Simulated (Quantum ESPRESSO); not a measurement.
# BaZrO3 (Pm-3m): Raman and infrared activity, part 2 of 3

Wanted: vibrational spectra of BaZrO3 (Pm-3m) from linear and non-linear response.

Quantum ESPRESSO 8.0 development, patched; DFT LDA, scalar-relativistic, plane waves, PseudoDojo norm-conserving pseudopotentials.

So far. Step 2 (A first look): A gap of 3.1 eV opens on this mesh, so the crystal is taken as an insulator; the start stands at -4.9 GPa. Step 4 (Ground state): The cell stands at -0.029 GPa, close enough for phonons. The relaxed cell has a = 4.150 Å (conventional setting).

## 5. Linear response at Γ

At q = 0 one unit cell holds all displacements; symmetry groups them into irreducible representations that are solved one by one. The response to a field gives ε∞ and the Born charges, which polar modes need. Third-order response adds the Raman tensors.

ph.in reads:

```
phonons
&inputph
   prefix = 'x'
   outdir = './tmp'
   fildyn = 'g.dyn'
   tr2_ph = 1.0d-18
   epsil = .true.
   lraman = .true.
   elop = .true.
/
0.000000000000 0.000000000000 0.000000000000
```

Started as:

```
$ OMP_NUM_THREADS=1 mpirun -n 4 ph.x -nk 4 -in ph.in > ph.out
```

The program printed:

```text
[banners, grids, parts of the stress and lines that vanish by symmetry left out]
[banner, memory and clock lines left out]
Program PHONON v.8.0dev

[...]
(   1q-points):
[...]
Exchange-correlation= PW
                           (   1   4   0   0   0   0   0)
[...]
kinetic-energy cut-off    =      84.0000  Ry
     charge density cut-off    =     336.0000  Ry
     convergence threshold     =      1.0E-18
[...]
Exchange-correlation= PW
                           (   1   4   0   0   0   0   0)
[...]
q = (   0.0000000   0.0000000   0.0000000 )
     49 Sym.Ops. (with q -> -q+G )
     G cutoff =  523.3584  (  50181 G-vectors)     FFT grid: ( 45, 45, 45)
     number of k points=    20
[...]
Mode symmetry, O_h (m-3m)  point group:
[...]
Dielectric constant
[...]
End of electric fields calculation
          Dielectric constant in cartesian axis
          (       4.902136126       0.000000000       0.000000000 )
          (       0.000000000       4.902136126       0.000000000 )
          (       0.000000000       0.000000000       4.902136126 )
          Effective charges (d Force / dE) in cartesian axis without acoustic sum rule applied (asr)
           atom    1  Ba    Mean Z*:        2.73557
      Ex  (        2.73557        0.00000        0.00000 )
      Ey  (        0.00000        2.73557        0.00000 )
      Ez  (        0.00000        0.00000        2.73557 )
           atom    2  Zr    Mean Z*:        6.11425
      Ex  (        6.11425        0.00000        0.00000 )
      Ey  (        0.00000        6.11425        0.00000 )
      Ez  (        0.00000        0.00000        6.11425 )
           atom    3  O     Mean Z*:       -2.95318
      Ex  (       -4.80512        0.00000        0.00000 )
      Ey  (        0.00000       -2.02722        0.00000 )
      Ez  (        0.00000        0.00000       -2.02722 )
           atom    4  O     Mean Z*:       -2.95318
      Ex  (       -2.02722        0.00000        0.00000 )
      Ey  (        0.00000       -4.80512        0.00000 )
      Ez  (        0.00000        0.00000       -2.02722 )
           atom    5  O     Mean Z*:       -2.95318
      Ex  (       -2.02722        0.00000        0.00000 )
      Ey  (        0.00000       -2.02722        0.00000 )
      Ez  (        0.00000        0.00000       -4.80512 )
          Effective charges Sum: Mean:       -0.00972
[...]
Effective charges (d Force / dE) in cartesian axis with asr applied:
           atom    1  Ba    Mean Z*:        2.73752
[...]
atom    2  Zr    Mean Z*:        6.11620
[...]
atom    3  O     Mean Z*:       -2.95124
[...]
atom    4  O     Mean Z*:       -2.95124
[...]
atom    5  O     Mean Z*:       -2.95124
[...]
Dielectric constant from finite-differences
          (       4.902109857       0.000000000       0.000000000 )
          (       0.000000000       4.902109857       0.000000000 )
          (       0.000000000       0.000000000       4.902109857 )
[...]
(       0.000000000       0.000000000       0.000000000 )
          (       0.000000000       0.000000000       0.000000000 )
          (       0.000000000      -0.000000000       0.000000000 )
          (       0.000000000       0.000000000      -0.000000000 )
          (       0.000000000       0.000000000       0.000000000 )
          (       0.000000000       0.000000000       0.000000000 )
          (       0.000000000       0.000000000       0.000000000 )
          (       0.000000000       0.000000000       0.000000000 )
[...]
(       0.000000000       0.000000000       0.000000000 )
          (      -0.000000000       0.000000000       0.000000000 )
          (       0.000000000      -0.000000000       0.000000000 )
          (      -0.000000000       0.000000000       0.000000000 )
          (       0.000000000       0.000000000       0.000000000 )
[...]
Representation #   1 modes #   1   2   3
[...]
End of self-consistent calculation
     Convergence has been achieved
     Representation #   2 modes #   4   5   6
[...]
End of self-consistent calculation
     Convergence has been achieved
     Representation #   3 modes #   7   8   9
[...]
End of self-consistent calculation
     Convergence has been achieved
     Representation #   4 modes #  10  11  12
[...]
End of self-consistent calculation
     Convergence has been achieved
     Representation #   5 modes #  13  14  15
[...]
End of self-consistent calculation
     Convergence has been achieved
[...]
Dielectric constant in cartesian axis
          (       4.902136126       0.000000000       0.000000000 )
          (       0.000000000       4.902136126       0.000000000 )
          (       0.000000000       0.000000000       4.902136126 )
          Effective charges (d Force / dE) in cartesian axis without acoustic sum rule applied (asr)
           atom    1  Ba    Mean Z*:        2.73557
      Ex  (        2.73557        0.00000        0.00000 )
      Ey  (        0.00000        2.73557        0.00000 )
      Ez  (        0.00000        0.00000        2.73557 )
           atom    2  Zr    Mean Z*:        6.11425
      Ex  (        6.11425        0.00000        0.00000 )
      Ey  (        0.00000        6.11425        0.00000 )
      Ez  (        0.00000        0.00000        6.11425 )
           atom    3  O     Mean Z*:       -2.95318
      Ex  (       -4.80512        0.00000        0.00000 )
      Ey  (        0.00000       -2.02722        0.00000 )
      Ez  (        0.00000        0.00000       -2.02722 )
           atom    4  O     Mean Z*:       -2.95318
      Ex  (       -2.02722        0.00000        0.00000 )
      Ey  (        0.00000       -4.80512        0.00000 )
      Ez  (        0.00000        0.00000       -2.02722 )
           atom    5  O     Mean Z*:       -2.95318
      Ex  (       -2.02722        0.00000        0.00000 )
      Ey  (        0.00000       -2.02722        0.00000 )
      Ez  (        0.00000        0.00000       -4.80512 )
          Effective charges Sum: Mean:       -0.00972
[...]
Effective charges (d Force / dE) in cartesian axis with asr applied:
           atom    1  Ba    Mean Z*:        2.73752
[...]
atom    2  Zr    Mean Z*:        6.11620
[...]
atom    3  O     Mean Z*:       -2.95124
[...]
atom    4  O     Mean Z*:       -2.95124
[...]
atom    5  O     Mean Z*:       -2.95124
[...]
q = (    0.000000000   0.000000000   0.000000000 )
[...]
freq (    1) =       0.017541 [THz] =       0.585116 [cm-1]
     freq (    2) =       0.017541 [THz] =       0.585116 [cm-1]
     freq (    3) =       0.017541 [THz] =       0.585116 [cm-1]
     freq (    4) =       2.917684 [THz] =      97.323469 [cm-1]
     freq (    5) =       2.917684 [THz] =      97.323469 [cm-1]
     freq (    6) =       2.917684 [THz] =      97.323469 [cm-1]
     freq (    7) =       5.166994 [THz] =     172.352372 [cm-1]
     freq (    8) =       5.166994 [THz] =     172.352372 [cm-1]
     freq (    9) =       5.166994 [THz] =     172.352372 [cm-1]
     freq (   10) =       5.816674 [THz] =     194.023354 [cm-1]
     freq (   11) =       5.816674 [THz] =     194.023354 [cm-1]
     freq (   12) =       5.816674 [THz] =     194.023354 [cm-1]
     freq (   13) =      15.724942 [THz] =     524.527615 [cm-1]
     freq (   14) =      15.724942 [THz] =     524.527615 [cm-1]
     freq (   15) =      15.724942 [THz] =     524.527615 [cm-1]
[...]
Mode symmetry, O_h (m-3m)  point group:
     freq (   1-   3) =          0.6  [cm-1]   --> T_1u G_15  G_4- I
     freq (   4-   6) =         97.3  [cm-1]   --> T_1u G_15  G_4- I
     freq (   7-   9) =        172.4  [cm-1]   --> T_2u G_25  G_5-
     freq (  10-  12) =        194.0  [cm-1]   --> T_1u G_15  G_4- I
     freq (  13-  15) =        524.5  [cm-1]   --> T_1u G_15  G_4- I
```

The job ended after 26 min (4 MPI ranks of Intel Xeon at 2.70GHz, shared host; 1.7 h of CPU time).

This step gave:

| Property | Result |
| --- | --- |
| miss of the charge sum rule | 0.009740 e |
| largest acoustic frequency at the zone centre before the sum rule | 0.59 cm⁻¹ |
| highest optical zone-centre mode (no LO-TO term) | 524.5 cm⁻¹ |
| lowest optical zone-centre mode | 97.32 cm⁻¹ |
| mean high-frequency dielectric constant | 4.902 |
| largest Born charge in size (third of the trace) | 6.114 e |

Born charge (rows field, columns displacement), before the sum rule (e), principal values of the symmetric part by kind of site:

| atom | atoms with these values | low | middle | high | mean |
| --- | --- | --- | --- | --- | --- |
| Ba1 | 1 | 2.74 | 2.74 | 2.74 | 2.74 |
| Zr2 | 1 | 6.11 | 6.11 | 6.11 | 6.11 |
| O3 | 3 | -4.81 | -2.03 | -2.03 | -2.95 |

In full for Zr2:

```
6.11 0.00 0.00
0.00 6.11 0.00
0.00 0.00 6.11
```

High-frequency dielectric tensor:

```
4.90 0.00 0.00
0.00 4.90 0.00
0.00 0.00 4.90
```

The acoustic modes at Γ come out as far as 0.6 cm⁻¹ from zero, where they should vanish, a small numerical error; the Born charges miss their sum rule by 0.0097 e, which is good.

## 6. Zone-centre analysis

A rigid shift of the crystal must cost nothing, but grids and finite bases break this; the acoustic sum rule is imposed before the matrix is diagonalised again. With Born charges the intensities follow, and the static dielectric tensor.

dynmat.in reads:

```
&input
   fildyn = 'g.dyn'
   asr = 'simple'
   fileig = 'dynmat.eig'
   lperm = .true.
/
```

Started as:

```
$ dynmat.x -in dynmat.in > dynmat.out
```

The program printed:

```text
[banner, memory and clock lines left out]
Program DYNMAT v.8.0dev

     Reading Dynamical Matrix from file g.dyn
     ...Force constants read
     ...epsilon and Z* read
     ...Raman cross sections read
     A direction for q was not specified:TO-LO splitting will be absent

     Polarizability (A^3 units)
     multiply by 0.434648 for Clausius-Mossotti correction (not under assume_isolated = 'mt')
        22.188372    0.000000    0.000000
         0.000000   22.188372    0.000000
         0.000000    0.000000   22.188372

     IR activities are in (D/A)^2/amu units

# mode   [cm-1]    [THz]      IR
    1     -0.00   -0.0000    0.0000
    2     -0.00   -0.0000    0.0000
    3      0.00    0.0000    0.0000
    4     97.31    2.9174   12.9331
    5     97.31    2.9174   12.9331
    6     97.31    2.9174   12.9331
    7    172.34    5.1666    0.0000
    8    172.34    5.1666    0.0000
    9    172.34    5.1666    0.0000
   10    194.02    5.8166   20.7017
   11    194.02    5.8166   20.7017
   12    194.02    5.8166   20.7017
   13    524.53   15.7250   22.1830
   14    524.53   15.7250   22.1830
   15    524.53   15.7250   22.1830

Electronic dielectric permittivity tensor (relative, adimensional)
         4.902136    0.000000    0.000000
         0.000000    4.902136    0.000000
         0.000000    0.000000    4.902136

 ... with zone-center polar mode contributions
        64.486884    0.000000    0.000000
         0.000000   64.486884    0.000000
         0.000000    0.000000   64.486884

[end of the log left out, with the tail of the file of modes that dynmat.x writes under the same name]
```

Elapsed: 0.66 s, on 1 thread.

Numbers from this step:

| Item | Value |
| --- | --- |
| lowest optical zone-centre mode | 97.31 cm⁻¹ |
| mean static dielectric constant | 64.49 |

Unit eigenvectors of the mass-weighted matrix after the sum rule; no LO-TO term. Modes at Γ, with each element's share of the kinetic energy:

| mode | frequency (cm⁻¹) | symmetry | Ba % | Zr % | O % |
| --- | --- | --- | --- | --- | --- |
| 1 | 0.0 | acoustic | 50 | 33 | 17 |
| 2 | 0.0 | acoustic | 50 | 33 | 17 |
| 3 | 0.0 | acoustic | 50 | 33 | 17 |
| 4 | 97.3 | T1u | 42 | 9 | 49 |
| 5 | 97.3 | T1u | 42 | 9 | 49 |
| 6 | 97.3 | T1u | 42 | 9 | 49 |
| 7 | 172.3 | T2u | 0 | 0 | 100 |
| 8 | 172.3 | T2u | 0 | 0 | 100 |
| 9 | 172.3 | T2u | 0 | 0 | 100 |
| 10 | 194.0 | T1u | 8 | 56 | 36 |
| 11 | 194.0 | T1u | 8 | 56 | 36 |
| 12 | 194.0 | T1u | 8 | 56 | 36 |
| 13 | 524.5 | T1u | 0 | 2 | 97 |
| 14 | 524.5 | T1u | 0 | 2 | 97 |
| 15 | 524.5 | T1u | 0 | 2 | 97 |

Displacements in mode 5 (97.3 cm⁻¹), the largest set to 1:
```
Ba1 -0.15  0.48  0.00
Zr2  0.08 -0.27  0.00
O3   0.18 -1.00  0.00
O4   0.31 -0.58  0.00
O5   0.31 -1.00  0.00
```

Displacements in mode 7 (172.3 cm⁻¹), the largest set to 1:
```
Ba1  0.00  0.00  0.00
Zr2  0.00  0.00  0.00
O3   0.00  1.00  0.79
O4  -0.22  0.00 -0.79
O5   0.22 -1.00  0.00
```

Degenerate modes summed, no LO-TO term. Infrared lines, with heights relative to the strongest:

| position (cm⁻¹) | lines merged | label | IR intensity, relative |
| --- | --- | --- | --- |
| 97 | 3 | T1u | 58 |
| 172 | 3 | T2u | 0.0 |
| 194 | 3 | T1u | 93 |
| 525 | 3 | T1u | 100 |

Static dielectric tensor (ions relaxed, fixed cell):

```
64.49  0.00  0.00
 0.00 64.49  0.00
 0.00  0.00 64.49
```

The rule moves no optical mode by more than 0.1 cm⁻¹.

## 7. Sum rules set otherwise (asr crystal)

The rule can be imposed in more than one way; the choices should agree where the raw error is small.

dynmat.in reads:

```
&input
   fildyn = 'g.dyn'
   asr = 'crystal'
   fileig = 'dynmat.eig'
   lperm = .true.
/
```

Started as:

```
$ dynmat.x -in dynmat.in > dynmat.out
```

The program printed:

```text
[banner, memory and clock lines left out]
Program DYNMAT v.8.0dev

     Reading Dynamical Matrix from file g.dyn
     ...Force constants read
     ...epsilon and Z* read
     ...Raman cross sections read
     Acoustic Sum Rule: || Z*(ASR) - Z*(orig)|| =    7.532344E-03
     Acoustic Sum Rule: ||dyn(ASR) - dyn(orig)||=    1.521256E-05
     A direction for q was not specified:TO-LO splitting will be absent

     Polarizability (A^3 units)
     multiply by 0.434648 for Clausius-Mossotti correction (not under assume_isolated = 'mt')
        22.188372    0.000000    0.000000
         0.000000   22.188372    0.000000
         0.000000    0.000000   22.188372

     IR activities are in (D/A)^2/amu units

# mode   [cm-1]    [THz]      IR
    1     -0.00   -0.0000    0.0000
    2     -0.00   -0.0000    0.0000
    3      0.00    0.0000    0.0000
    4     97.32    2.9177   12.9327
    5     97.32    2.9177   12.9327
    6     97.32    2.9177   12.9327
    7    172.35    5.1670    0.0000
    8    172.35    5.1670    0.0000
    9    172.35    5.1670    0.0000
   10    194.02    5.8165   20.7024
   11    194.02    5.8165   20.7024
   12    194.02    5.8165   20.7024
   13    524.53   15.7250   22.1827
   14    524.53   15.7250   22.1827
   15    524.53   15.7250   22.1827

Electronic dielectric permittivity tensor (relative, adimensional)
         4.902136    0.000000    0.000000
         0.000000    4.902136    0.000000
         0.000000    0.000000    4.902136

 ... with zone-center polar mode contributions
        64.479173    0.000000   -0.000000
         0.000000   64.479173   -0.000000
        -0.000000   -0.000000   64.479173

[end of the log left out, with the tail of the file of modes that dynmat.x writes under the same name]
```

Run time: 0.66 s. Hardware: 1 thread.

Read from the output:

```
lowest optical zone-centre mode : 97.32 cm⁻¹
mean static dielectric constant : 64.48
```

Zone-centre frequencies as printed; negative means imaginary. Modes:

| mode | frequency (cm⁻¹) |
| --- | --- |
| 1 | 0 |
| 2 | 0 |
| 3 | 0 |
| 4 | 97.32 |
| 5 | 97.32 |
| 6 | 97.32 |
| 7 | 172.3 |
| 8 | 172.3 |
| 9 | 172.3 |
| 10 | 194 |
| 11 | 194 |
| 12 | 194 |
| 13 | 524.5 |
| 14 | 524.5 |
| 15 | 524.5 |

Against the first rule no mode moves by more than 0.1 cm⁻¹.

(Continued in part 3 of 3.)

[Host names and launcher messages were left out of these logs when they were recorded.]

[Logs are printed without paths, hosts, clocks, repeated set-up lines and the standing remarks that a program may print on its own settings, such as how far it seeks lower states.]

[Hosts, paths, dates, database ids (printed as entryN), source tags and the programs' standing remarks are cut or masked in the printed files.]
